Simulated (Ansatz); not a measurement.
# G0W0 on several functionals: SnI4O12 (P-1)

Aim: G0W0 for SnI4O12 (P-1) on several starting functionals, at one mesh, band count and screening cutoff.

Main program and level: Ansatz 0.2.0; G0W0 on several functionals, plane waves, PAW.

## Step 1: Starting point

The cell holds 17 atoms: 1 Sn, 4 I and 12 O. Its edges and angles: a = 5.058 Å, b = 6.281 Å, c = 8.386 Å, α = 87.7°, β = 88.6°, γ = 89.0°. It derives from SnI4O12.

Geometry: measured cell, ions relaxed with PBE. The runs that relaxed it are not among those shown. Spin-orbit coupling is left out unless a step names it.

## Step 2: G0W0 on PBE

G0W0 replaces the xc potential by the self-energy, built once from these orbitals. Only a window of levels is corrected, while the sums run over the empty bands that the input names. This step takes PAW set soft_1 files.

This step: G0W0 on PBE, plane waves, PAW; PAW set soft_1.

File input.yaml:

```yaml
crystal:
  lattice:
    - [5.0576, 0.0, 0.0]
    - [0.1062173362, 6.279901792, 0.0]
    - [0.1980229617, 0.3361895656, 8.3774187989]
  atoms:
    - { symbol: Sn, position: [0.0, 0.0, 0.5] }
    - { symbol: I, position: [0.5061148231, 0.7764667496, 0.237035738] }
    - { symbol: I, position: [0.4938851769, 0.2235332504, 0.762964262] }
    - { symbol: I, position: [0.9806449621, 0.6993687757, 0.8436912468] }
    - { symbol: I, position: [0.0193550379, 0.3006312243, 0.1563087532] }
    - { symbol: O, position: [0.782882709, 0.9590566929, 0.2966559641] }
    - { symbol: O, position: [0.217117291, 0.0409433071, 0.7033440359] }
    - { symbol: O, position: [0.3031160215, 0.7954234777, 0.4238411328] }
    - { symbol: O, position: [0.6968839785, 0.2045765223, 0.5761588672] }
    - { symbol: O, position: [0.8472236491, 0.7454330787, 0.6369154755] }
    - { symbol: O, position: [0.1527763509, 0.2545669213, 0.3630845245] }
    - { symbol: O, position: [0.8260917482, 0.4351970098, 0.8854019874] }
    - { symbol: O, position: [0.1739082518, 0.5648029902, 0.1145980126] }
    - { symbol: O, position: [0.6674548844, 0.5288324017, 0.2906575423] }
    - { symbol: O, position: [0.3325451156, 0.4711675983, 0.7093424577] }
    - { symbol: O, position: [0.7314164081, 0.8620142688, 0.9456220245] }
    - { symbol: O, position: [0.2685835919, 0.1379857312, 0.0543779755] }
kpoints:
  mp_grid: { grid: [4, 2, 2] }
hamiltonian:
  xc: pbe
  pseudopotentials: { kind: paw, azcp: { folder: soft_1 } }
scf:
  occupations: { method: fixed }
gw:
  n_empty_bands: 1000
  ecut_chi: 140.0
  qp_bands: [v4, c4]
  qp_kpoints: band_edges
  screening: { model: contour_deformation }
```

On the command line:

```bash
$ ansatz run input.yaml --threads 2 --pin off --max-ram 92160MiB --backend cuda --events-out ev --progress --plain --runs-dir out --devices 1 --max-vram 13GiB
```

Numbers of over 12 decimals in the logs are rounded to 6 here.

Log:

```text
GPUs: using 1 of 1 available (devices: 1).
Engine: ansatz 0.2.0, x86_64-unknown-linux-gnu
Pseudopotentials: kind: paw
Pseudopotential: Sn, paw, valence charge 14, recommended cutoff 420 eV (normal), soft_1/Sn.paw.azcp
Pseudopotential: I, paw, valence charge 17, recommended cutoff 420 eV (normal), soft_1/I.paw.azcp
Pseudopotential: O, paw, valence charge 6, recommended cutoff 420 eV (normal), soft_1/O.paw.azcp
Functional definition: PBE
  parameter kappa = 0.804
  parameter beta = 0.066725
  exchange = pbe_x(kappa = kappa, mu = beta*pi^2/3)
  correlation = pbe_c(beta = beta)
device memory: the entry about to start is reckoned to put 3.3 GiB on a device that reports 40.7 GiB free (of which the cap on the GPU budget leaves the run 13.0 GiB)
GPU FFT provider: cuFFT
GPU libraries: cuBLAS 13.8.2, cuFFT 12.4.0, cuSOLVER 12.3.4
Crystal: 17 atoms, lattice volume = 266.077 Å³
Basis set: ecut = 420 eV, 5213 PW (Γ)
Bands: 94, of which v1, the nominal top of the filled ones, is band 77 counted from 1 (76 counted from 0)
Symmetry: 2 space group operations
Space group: P-1 (ITA 2), of the structure as read, at distance tolerance 6.4e-5 Å
k-points: 12 of 16
Non-local potential: Sn, projectors of the file, l = 0: 2, l = 1: 2, l = 2: 2, l = 3: 1
Non-local potential: I, projectors of the file, l = 0: 2, l = 1: 2, l = 2: 2, l = 3: 1
Non-local potential: O, projectors of the file, l = 0: 2, l = 1: 2, l = 2: 1
PAW form: soft (Blöchl's): semilocal exchange-correlation on the pseudo side does not see the compensation charge
PAW one-centre angular grid: Sn, 590 points (default); XC on 64 Gauss nodes
PAW one-centre angular grid: I, 590 points (default); XC on 64 Gauss nodes
PAW one-centre angular grid: O, 110 points (default); XC on 64 Gauss nodes
Initial density: superposition of atomic densities (chi_scale 0.1, normalization cell, long waves kept (reshape's long-wave potential 0.29 eV rms))
Initial wavefunctions: pseudopotential atomic-orbital guess
GPU buffer pool allocated for 97200 grid points (all kernels)
GPU transforms: local potential and band sums: pruned to the plane-wave sphere, on 36×45×60
Functional: x = pbe(κ = 0.804, μ = 0.219515), c = pbe(β = 0.066725)
SCF iter   1: F=—  HF=-42874.583430 eV  |F-HF|=—  |Δ(HF+E_count)|=         —  Δρ=1.09e-1  dr2=4.16e1  ethr=3.10e-3  ⟨swp⟩=5.0  Hψ=4304  notcnv=0  defer=163
preconditioner: auto → Resta (q_TF=auto, 2.491 Å⁻¹)  ε∞=3.6  [insulator: Δε(μ)=2.293 eV  Ē_g=15.112 eV  n_scr=68 (ndim 8)  ℏωp=24.3 eV  f_vac=0.100  ε∞_Penn≈3.6]
SCF iter   2: F=—  HF=-42864.680884 eV  |F-HF|=—  |Δ(HF+E_count)|=    9.90e0  Δρ=4.53e-2  dr2=3.10e0  ethr=3.10e-3  ⟨swp⟩=4.0  Hψ=2174  notcnv=0  defer=175
SCF iter   3: F=—  HF=-42864.008928 eV  |F-HF|=—  |Δ(HF+E_count)|=   6.72e-1  Δρ=1.93e-2  dr2=7.45e-1  ethr=2.01e-3  ⟨swp⟩=2.6  Hψ=1768  notcnv=0  defer=160
SCF iter   4: F=—  HF=-42863.912877 eV  |F-HF|=—  |Δ(HF+E_count)|=   9.61e-2  Δρ=7.71e-3  dr2=1.31e-1  ethr=4.84e-4  ⟨swp⟩=3.0  Hψ=1486  notcnv=0  defer=179
SCF iter   5: F=—  HF=-42863.904081 eV  |F-HF|=—  |Δ(HF+E_count)|=   8.80e-3  Δρ=3.13e-3  dr2=2.10e-2  ethr=8.48e-5  ⟨swp⟩=2.9  Hψ=1622  notcnv=0  defer=180
SCF iter   6: F=—  HF=-42863.906342 eV  |F-HF|=—  |Δ(HF+E_count)|=   2.26e-3  Δρ=8.31e-4  dr2=1.74e-3  ethr=1.36e-5  ⟨swp⟩=2.8  Hψ=1639  notcnv=0  defer=180
SCF iter   7: F=—  HF=-42863.907630 eV  |F-HF|=—  |Δ(HF+E_count)|=   1.29e-3  Δρ=4.75e-4  dr2=5.62e-4  ethr=1.13e-6  ⟨swp⟩=2.0  Hψ=1546  notcnv=0  defer=180
SCF iter   8: F=—  HF=-42863.907683 eV  |F-HF|=—  |Δ(HF+E_count)|=   5.30e-5  Δρ=1.46e-4  dr2=5.32e-5  ethr=3.65e-7  ⟨swp⟩=2.0  Hψ=1527  notcnv=0  defer=180
SCF iter   9: F=—  HF=-42863.907729 eV  |F-HF|=—  |Δ(HF+E_count)|=   4.58e-5  Δρ=5.95e-5  dr2=9.88e-6  ethr=3.45e-8  ⟨swp⟩=2.0  Hψ=1541  notcnv=0  defer=180
SCF iter  10: F=—  HF=-42863.907734 eV  |F-HF|=—  |Δ(HF+E_count)|=   5.17e-6  Δρ=3.51e-5  dr2=3.23e-6  ethr=6.42e-9  ⟨swp⟩=2.0  Hψ=1552  notcnv=0  defer=180
SCF iter  11: F=—  HF=-42863.907735 eV  |F-HF|=—  |Δ(HF+E_count)|=   5.91e-7  Δρ=1.01e-5  dr2=2.81e-7  ethr=2.10e-9  ⟨swp⟩=2.0  Hψ=1390  notcnv=0  defer=180
SCF iter  12: F=—  HF=-42863.907735 eV  |F-HF|=—  |Δ(HF+E_count)|=   3.42e-7  Δρ=9.13e-6  dr2=2.12e-7  ethr=6.49e-11  ⟨swp⟩=16.7  Hψ=6109  notcnv=0
SCF iter  13: F=-42863.907735 eV  HF=-42863.907735 eV  |F-HF|=5.17e-9  |Δ(HF+E_count)|=   1.25e-9  Δρ=1.22e-6  dr2=4.06e-9  ethr=6.49e-11  ⟨swp⟩=1.1  Hψ=2684  notcnv=0
SCF 1 converged in 13 iterations: F = -42863.907735 eV  dr2 = 4.06e-9
  greatest PAW one-centre occupation: 0.999 electrons in one spin orbital (limit 2), on the I atom at site 2 (counted from 0), in its partial waves of l = 2
device memory: the entry about to start is reckoned to put 3.9 GiB (of the 4.0 GiB reckoned in all, the device holds 0.1 GiB already) on a device that reports 38.3 GiB free (of which the cap on the GPU budget leaves the run 12.9 GiB)
NSCF: frozen V_eff on 12 k-points
the band table was solved once the SCF had ended and its energy, with any forces and stress, was formed, with the checks that follow a solve (4972 applications of the Hamiltonian). They found nothing against the state; the energy, forces and stress were not computed again (output.eigenvalues in the input reference)
device memory: the entry about to start is reckoned to put 6.8 GiB on a device that reports 37.8 GiB free (of which the cap on the GPU budget leaves the run 13.0 GiB)
NSCF: frozen V_eff on 12 k-points
G₀W₀ screening: q 1/12
[... further progress lines ...]
SCF converged after 13 iterations
Free energy (F): -42863.907735 eV
Harris-Foulkes:  -42863.907735 eV  (|F-HF|=5.17e-9)
Internal energy: -42863.907735 eV  (E = F + TS)
E sigma→0 (E₀):  -42863.907735 eV
Fermi energy:    5.862998 eV
--- Per-component energies (eV) ---
  E_band       = -1898.836397
  E_kinetic    = 2833.469640
  E_local      = -14822.924340  (includes V_loc(G=0)·N_el)
  E_nonlocal   = 1198.961836
  E_hartree    = 6302.292421
  E_xc         = -1420.048274
  E_vxc        = -1624.791032  (∫ρ·V_xc dr)
  E_paw        = -25419.612420  (= ΣΔE_a)
  E_vpaw       = -2088.137278  (= ΣTr[D̂ρ^β])
  E_aug_tail   = -0.000168  (compensation charges beyond the density's cutoff)
  E_ewald      = -11536.046432
  E_smearing   = -0.000000  (= −TS)
  E_closure    = 0.000000  (closes the sum)
  Σ components = -42863.907735   (vs F -42863.907735, Δ=0.00e0)
--- Band table (eV; the first three rows and the last of 12) ---
  k-point 0: bands = [... 73 lower, 5.4032, 5.4111, 5.5460, 5.6253, 9.0937, 9.1365, 9.4763, 9.7280, ... 13 higher]
  k-point 1: bands = [... 73 lower, 5.3813, 5.3938, 5.4293, 5.6195, 8.9562, 9.0806, 9.5945, 9.8075, ... 13 higher]
  k-point 2: bands = [... 73 lower, 5.3900, 5.4297, 5.5454, 5.7285, 9.1329, 9.4040, 10.0251, 10.1407, ... 13 higher]
  k-point 11: bands = [... 73 lower, 5.1372, 5.3642, 5.4121, 5.7225, 8.8001, 9.6041, 9.6164, 9.7774, ... 13 higher]
--- G₀W₀: contour deformation, 6 samples at zero and on the imaginary axis and 1 off it, 16 q-points, 1000 empty bands' worth ---
  eigenvalues of the whole cell's RPA ε∞ on this k-mesh (on a slab, of 1 + 4πα/V) = 3.9819, 4.5254, 4.5987; static W/v taken at q = 0 is 0.226846
  gw.qp_kpoints: band_edges: 12 of 12 stored k-points solved, in 1 pass; an edge of the gap read off the rows below is read off those points alone
    ik  band        ε_KS         Σx   Σc(E_QP)       V_xc       Z   E_QP_lin       E_QP  E_QP is
     0    74      5.4032   -24.4146     3.6564   -20.1149  0.7351     4.7519     4.7599  root
     0    75      5.4111   -24.8934     4.1577   -20.0896  0.7234     4.7560     4.7650  root
     0    76      5.5460   -26.5227     5.0550   -20.7971  0.7158     4.8654     4.8754  root
     0    77      5.6253   -25.2013     4.0401   -20.5539  0.7289     5.0110     5.0180  root
     0    78      9.0937   -14.8212    -3.2742   -18.9339  0.7797     9.9406     9.9322  root
     0    79      9.1365   -12.6858    -3.6837   -17.1568  0.7877     9.9318     9.9239  root
     0    80      9.4763   -12.6114    -3.5765   -17.0071  0.7798    10.3048    10.2955  root
     0    81      9.7280   -13.9385    -3.5783   -18.3846  0.7775    10.6064    10.5957  root
     1    74      5.3813   -25.4800     4.5568   -20.2437  0.7202     4.6915     4.7018  root
     1    75      5.3938   -25.1974     4.1833   -20.3916  0.7254     4.7634     4.7714  root
     1    76      5.4293   -26.0348     4.7668   -20.5994  0.7174     4.7506     4.7607  root
     1    77      5.6195   -25.3303     4.1515   -20.5687  0.7277     5.0022     5.0094  root
     1    78      8.9562   -14.4144    -3.3679   -18.6120  0.7816     9.7940     9.7859  root
     1    79      9.0806   -13.7377    -3.3945   -17.9106  0.7847     9.8663     9.8590  root
     1    80      9.5945   -13.4488    -3.6083   -17.9077  0.7774    10.4553    10.4450  root
     1    81      9.8075   -12.8067    -3.8249   -17.5134  0.7810    10.7003    10.6891  root
     2    74      5.3900   -25.2970     4.2088   -20.4463  0.7234     4.7394     4.7481  root
     2    75      5.4297   -25.3249     4.3553   -20.3275  0.7211     4.7787     4.7876  root
     2    76      5.5454   -25.3616     4.2468   -20.4776  0.7238     4.8998     4.9083  root
     2    77      5.7285   -24.8985     3.6818   -20.6401  0.7354     5.1461     5.1520  root
     2    78      9.1329   -14.6471    -3.4663   -18.9824  0.7785    10.0115    10.0018  root
     2    79      9.4040   -13.3709    -3.6679   -17.8677  0.7817    10.2422    10.2329  root
     2    80     10.0251   -13.2597    -3.6447   -17.7978  0.7698    10.9313    10.9185  root
     2    81     10.1407   -13.0113    -3.9159   -17.8195  0.7711    11.0464    11.0330  root
[...]
11    74      5.1372   -25.8481     5.0200   -20.1516  0.7069     4.4492     4.4608  root
    11    75      5.3642   -24.4744     3.7273   -20.1026  0.7322     4.7114     4.7197  root
    11    76      5.4121   -25.3669     4.4435   -20.2870  0.7177     4.7667     4.7757  root
    11    77      5.7225   -25.1995     3.8673   -20.7561  0.7296     5.1402     5.1464  root
    11    78      8.8001   -14.6288    -3.3548   -18.8068  0.7821     9.6312     9.6233  root
    11    79      9.6041   -13.5453    -3.7228   -18.1270  0.7770    10.4737    10.4629  root
    11    80      9.6164   -14.0348    -3.6315   -18.5747  0.7765    10.5364    10.5248  root
    11    81      9.7774   -13.6685    -3.5912   -18.1521  0.7751    10.6814    10.6698  root
```

It took 66 s on 1 × NVIDIA H100 80GB HBM3 (shared by 6 runs) with 2 threads of AMD EPYC 7R13 (Zen 3), shared host; peak memory 4 GiB; 1.7 min of CPU time.

Reading the cycles: dr2 is the Hartree energy of the density residual (eV), the measure of convergence; HF is the Harris–Foulkes estimate of the energy, which meets the free energy F at convergence.

Numbers from this step:

```
bands summed                                 : 1077
RPA ε∞ on this mesh (eigenvalues)            : 3.982, 4.525, 4.599
plane waves in the screening matrix          : 987
q-points in the mesh                         : 16
G0W0 gap on the mesh                         : 4.111 eV
k of the valence top                         : 0, -0.5, -0.5
k of the conduction bottom                   : 0.25, -0.5, 0
starting gap on the mesh                     : 2.746 eV
Z at the valence top                         : 0.7372
Z at the conduction bottom                   : 0.7840
least direct G0W0 gap on the computed points : 4.315 eV
```

The gap on the mesh goes from 2.75 eV to 4.11 eV, a correction of +1.37 eV. Between the two edge states, bare exchange in place of the xc potential would open the gap by 8.34 eV, and correlation takes back 6.97 eV.

(Continued in part 2 of 2.)

[Paths, hosts, dates, memory and timing lines, banners, echoed tables and standing remarks are left out of the program output.]

[Logs are printed without paths, hosts, clocks, repeated set-up lines and the standing remarks that a program may print on its own settings, such as how far it seeks lower states.]

[Runs of the session that timed out or met a known fault of the program may be left out.]

[Cells called generated may have been cut or substituted from an entry of the Crystallography Open Database or the Materials Project.]

[Hosts, paths, dates, database ids (printed as entryN), source tags and the programs' standing remarks are cut or masked in the printed files.]
